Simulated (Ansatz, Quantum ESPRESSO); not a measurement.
# K2Pt (Fm-3m): from Born charge to LO-TO splitting

How high does the longitudinal optical mode of K2Pt (Fm-3m) lie, given the transverse one, the Born charge and ε∞?

Main program and level: Quantum ESPRESSO 7.5; DFT LDA, scalar-relativistic, plane waves, PseudoDojo norm-conserving pseudopotentials.

### Step 1. The relaxed structure

Symmetry: Fm-3m, No. 225, cubic system. The conventional cell has a = 7.272 Å, b = 7.272 Å, c = 7.272 Å, α = 90.00°, β = 90.00°, γ = 90.00°. Nearest to K lie 4 Pt at 3.15 Å. Pt has 8 K at 3.15 Å nearest. Farther neighbours are not listed.

As a file:

```cif
data_structure
_symmetry_space_group_name_H-M 'Fm-3m'
_symmetry_Int_Tables_number 225
_cell_length_a 7.2721
_cell_length_b 7.2721
_cell_length_c 7.2721
_cell_angle_alpha 90.000
_cell_angle_beta 90.000
_cell_angle_gamma 90.000
_cell_volume 384.58
loop_
_atom_site_label
_atom_site_type_symbol
_atom_site_symmetry_multiplicity
_atom_site_Wyckoff_symbol
_atom_site_fract_x
_atom_site_fract_y
_atom_site_fract_z
_atom_site_occupancy
K1 K 8 c 0.25000 0.25000 0.75000 1
Pt1 Pt 4 a 0.00000 0.00000 0.00000 1
```

This is the cell after its relaxation at this level of theory, not the database cell from which that began.

### Step 2. What the response run gave

A linear-response run on the relaxed cell, with the response to an electric field; only its zone-centre results are used. Cutoff 76 Ry, k mesh 6×6×6.

Output:

```text
[banners, grids, parts of the stress and lines that vanish by symmetry left out]
Program PHONON v.7.5
     Reading xml data from directory:

[...]
Exchange-correlation= PW
                           (   1   4   0   0   0   0   0)
[...]
kinetic-energy cut-off    =      76.0000  Ry
     charge density cut-off    =     304.0000  Ry
     convergence threshold     =      1.0E-18
[...]
Exchange-correlation= PW
                           (   1   4   0   0   0   0   0)
[...]
q = (   0.0000000   0.0000000   0.0000000 )
     49 Sym.Ops. (with q -> -q+G )
     G cutoff = 1454.2429  (  58071 G-vectors)     FFT grid: ( 54, 54, 54)
     number of k points=    16
[...]
Mode symmetry, O_h (m-3m)  point group:
[...]
Dielectric constant
[...]
End of electric fields calculation
          Dielectric constant in cartesian axis
          (       5.130676212      -0.000000000       0.000000000 )
          (       0.000000000       5.130676212       0.000000000 )
          (      -0.000000000      -0.000000000       5.130676212 )
          Effective charges (d Force / dE) in cartesian axis without acoustic sum rule applied (asr)
           atom    1  K     Mean Z*:        0.90221
      Ex  (        0.90221        0.00000        0.00000 )
      Ey  (        0.00000        0.90221       -0.00000 )
      Ez  (        0.00000       -0.00000        0.90221 )
           atom    2  K     Mean Z*:        0.90221
      Ex  (        0.90221        0.00000        0.00000 )
      Ey  (        0.00000        0.90221       -0.00000 )
      Ez  (        0.00000       -0.00000        0.90221 )
           atom    3  Pt    Mean Z*:       -1.80519
      Ex  (       -1.80519       -0.00000       -0.00000 )
      Ey  (       -0.00000       -1.80519        0.00000 )
      Ez  (       -0.00000        0.00000       -1.80519 )
          Effective charges Sum: Mean:       -0.00076
[...]
Effective charges (d Force / dE) in cartesian axis with asr applied:
           atom    1  K     Mean Z*:        0.90247
[...]
atom    2  K     Mean Z*:        0.90247
[...]
atom    3  Pt    Mean Z*:       -1.80494
[...]
Representation #   1 modes #   1   2   3
[...]
End of self-consistent calculation
     Convergence has been achieved
     Representation #   2 modes #   4   5   6
[...]
End of self-consistent calculation
     Convergence has been achieved
     Representation #   3 modes #   7   8   9
[...]
End of self-consistent calculation
     Convergence has been achieved
[...]
Dielectric constant in cartesian axis
          (       5.130676212      -0.000000000       0.000000000 )
          (       0.000000000       5.130676212       0.000000000 )
          (      -0.000000000      -0.000000000       5.130676212 )
          Effective charges (d Force / dE) in cartesian axis without acoustic sum rule applied (asr)
           atom    1  K     Mean Z*:        0.90221
      Ex  (        0.90221        0.00000        0.00000 )
      Ey  (        0.00000        0.90221       -0.00000 )
      Ez  (        0.00000       -0.00000        0.90221 )
           atom    2  K     Mean Z*:        0.90221
      Ex  (        0.90221        0.00000        0.00000 )
      Ey  (        0.00000        0.90221       -0.00000 )
      Ez  (        0.00000       -0.00000        0.90221 )
           atom    3  Pt    Mean Z*:       -1.80519
      Ex  (       -1.80519       -0.00000       -0.00000 )
      Ey  (       -0.00000       -1.80519        0.00000 )
      Ez  (       -0.00000        0.00000       -1.80519 )
          Effective charges Sum: Mean:       -0.00076
[...]
Effective charges (d Force / dE) in cartesian axis with asr applied:
           atom    1  K     Mean Z*:        0.90247
[...]
atom    2  K     Mean Z*:        0.90247
[...]
atom    3  Pt    Mean Z*:       -1.80494
[...]
q = (    0.000000000   0.000000000   0.000000000 )
[...]
freq (    1) =      -0.053742 [THz] =      -1.792652 [cm-1]
     freq (    2) =      -0.053742 [THz] =      -1.792652 [cm-1]
     freq (    3) =      -0.053742 [THz] =      -1.792652 [cm-1]
     freq (    4) =       3.068383 [THz] =     102.350253 [cm-1]
     freq (    5) =       3.068383 [THz] =     102.350253 [cm-1]
     freq (    6) =       3.068383 [THz] =     102.350253 [cm-1]
     freq (    7) =       3.800205 [THz] =     126.761210 [cm-1]
     freq (    8) =       3.800205 [THz] =     126.761210 [cm-1]
     freq (    9) =       3.800205 [THz] =     126.761210 [cm-1]
[...]
Mode symmetry, O_h (m-3m)  point group:
     freq (   1-   3) =         -1.8  [cm-1]   --> T_1u G_15  G_4- I
     freq (   4-   6) =        102.4  [cm-1]   --> T_1u G_15  G_4- I
     freq (   7-   9) =        126.8  [cm-1]   --> T_2g G_25' G_5+ R

   JOB DONE.
```

```tsv
quantity	value
cell volume Ω (Å³)	96.145
mass of K (u)	39.098
mass of Pt (u)	195.084
Born charge of K, raw (e)	0.902
Born charge of Pt, raw (e)	-1.805
ε∞	5.131
ω(TO) after the sum rule (cm⁻¹)	102.4
```

### Step 3. The calculation

The charges must sum to zero over the cell; taking off their mean, 0.000 e, leaves Z* = -1.805 e on Pt. In the polar mode Pt moves against the two K, so the reduced mass is μ = 195.08 × 78.20 / 273.28 = 55.821 u.

A longitudinal wave builds up a field that adds to the restoring force: ω(LO)² = ω(TO)² + 4π Z*² / (μ Ω ε∞), in Hartree atomic units. With μ = 101756 electron masses and Ω = 648.82 bohr³ the second term is 1.2086e-07 Ha², or 5822 cm⁻² (1 Ha = 219474.6 cm⁻¹).

So ω(LO) = √(10480 + 5822) = 127.7 cm⁻¹, and by the Lyddane-Sachs-Teller relation ε₀ = ε∞ (ω(LO)/ω(TO))² = 7.98.

### Step 4. Check against the program

The analysis program adds the same non-analytic term to the full matrix, here for q along (1 0 0).

Output:

```text
[banners, grids, parts of the stress and lines that vanish by symmetry left out]
[banner, memory and clock lines left out]
Program DYNMAT v.7.5

     Reading Dynamical Matrix from file g.dyn
     ...Force constants read
     ...epsilon and Z* read

     Polarizability (A^3 units)
     multiply by 0.420717 for Clausius-Mossotti correction
        31.603804    0.000000   -0.000000
        -0.000000   31.603804   -0.000000
         0.000000    0.000000   31.603804

     IR activities are in (D/A)^2/amu units

# mode   [cm-1]    [THz]      IR
    1     -0.00   -0.0000    0.0000
    2      0.00    0.0000    0.0000
[...]
8    126.77    3.8006    0.0000
    9    127.67    3.8275    1.3465

[end of the log left out, with the tail of the file of modes that dynmat.x writes under the same name]
```

ε₀ comes from the program's run without a direction of q.

```tsv
quantity	by hand	program
ω(LO) (cm⁻¹)	127.7	127.7
ε₀	7.98	7.98
```

### Step 5. Summary of results

- TO mode: 102.4 cm⁻¹
- LO mode: 127.7 cm⁻¹
- static dielectric constant: 7.981

The LO mode of K2Pt (Fm-3m) lies at 128 cm⁻¹, 25 cm⁻¹ above the TO mode; the formula meets the program within 0.1 cm⁻¹, as it must for a cubic crystal with one polar mode. ω(LO)² − ω(TO)² goes with Z*²/ε∞: an error of 5 % in ε∞ would move the LO mode by 1.1 cm⁻¹, and semilocal functionals tend to overestimate ε∞. These are harmonic values at zero temperature, at the volume of this functional, for the structure held cubic; stability elsewhere in the zone is no part of this calculation.

[Host names and launcher messages were left out of these logs when they were recorded.]

[Logs are printed without paths, hosts, clocks, repeated set-up lines and the standing remarks that a program may print on its own settings, such as how far it seeks lower states.]

[Hosts, paths, dates, database ids (printed as entryN), source tags and the programs' standing remarks are cut or masked in the printed files.]
